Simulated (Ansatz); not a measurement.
# Al: faces ranked by energy

Which of these faces of Al costs least, and does the order hold when functional or mesh changes?

Calculated with Ansatz 0.2.0: Kohn-Sham DFT, PBE, PAW (set soft_2), plane waves; cutoff 420 eV, fermi-dirac smearing of 0.1 eV. Each cell was relaxed with PBE at fixed cell edges, then solved at the other levels. Its free energy less that of as many atoms of bulk Al (16.485 Å³ an atom, mesh 14×14×14) is divided by the area of its two faces. Cutoffs: 420 eV for PBE and PBEsol; 500 eV for r2SCAN.

Al(331), as built: Slab of Al cut on (3 3 1), 12.0 Å thick, 2 x 1 surface cells, both faces free, 15 Å of vacuum; not relaxed. Lattice constants are starting values near those of PBE.

Al(321), as built: Slab of Al cut on (3 2 1), 12.4 Å thick, 1 x 1 surface cells, both faces free, 15 Å of vacuum; not relaxed. Lattice constants are starting values near those of PBE.

**Cells**

| cell | atoms | area (Å²) | k-mesh | gain on relaxing (J/m²) | neighbours missing (per Å²) | work function (eV) |
| --- | --- | --- | --- | --- | --- | --- |
| Al(221) | 40 | 48.96 | 6×4×1 (relaxed on 4×3×1) | 0.024 | 0.490 | 4.06 |
| Al(331) | 28 | 35.57 | 6×6×1 (relaxed on 4×4×1) | 0.023 | 0.506 | 4.06 |
| Al(321) | 24 | 30.53 | 8×6×1 (relaxed on 5×4×1) | 0.036 | 0.524 | 4.15 |

Neighbours are counted within 3.43 Å in the cell as cut, where a bulk atom has 12; the deficit is per area of both faces. The work function is the vacuum level over the Fermi level.

**Surface energy**

In J/m²:

| cell | PBE | PBE, denser mesh | r2SCAN | PBEsol |
| --- | --- | --- | --- | --- |
| Al(221) | 0.935 | 0.943 | 1.057 | 1.093 |
| Al(331) | 0.958 | 0.965 | 1.082 | 1.120 |
| Al(321) | 0.982 | 0.976 | 1.121 | 1.153 |

**Findings**

With PBE the lowest is Al(221) (0.94 J/m²) and the highest Al(321) (0.98 J/m²), a ratio of 1.05. Al(331) lies within 0.023 J/m² of the lowest. PBE on a denser mesh shifts the values by -0.01 to +0.01 J/m² over 3 cells and reverses no pair. r2SCAN shifts the values by +0.12 to +0.14 J/m² over 3 cells and reverses no pair. PBEsol shifts the values by +0.16 to +0.17 J/m² over 3 cells and reverses no pair. A pair counts as reversed only if it differs by over 0.02 J/m² at both levels. The work function runs from 4.06 eV on Al(221) to 4.15 eV on Al(321).

Limits: The lattice constant is the typed one for every functional. Cells and bulk are sampled on unlike meshes, and thin cells carry size effects; differences of a few hundredths of a J/m² aren't resolved. No reconstruction was sought. Work functions of thin slabs are sensitive to thickness and mesh. These are free energies under a smearing of 0.1 eV, whose entropy term isn't removed. In some runs the program notes that positions were snapped to a detected symmetry and the exchange-correlation potential is rough where the density is thin.

[Hosts, paths, dates, database ids (printed as entryN), source tags and the programs' standing remarks are cut or masked in the printed files.]
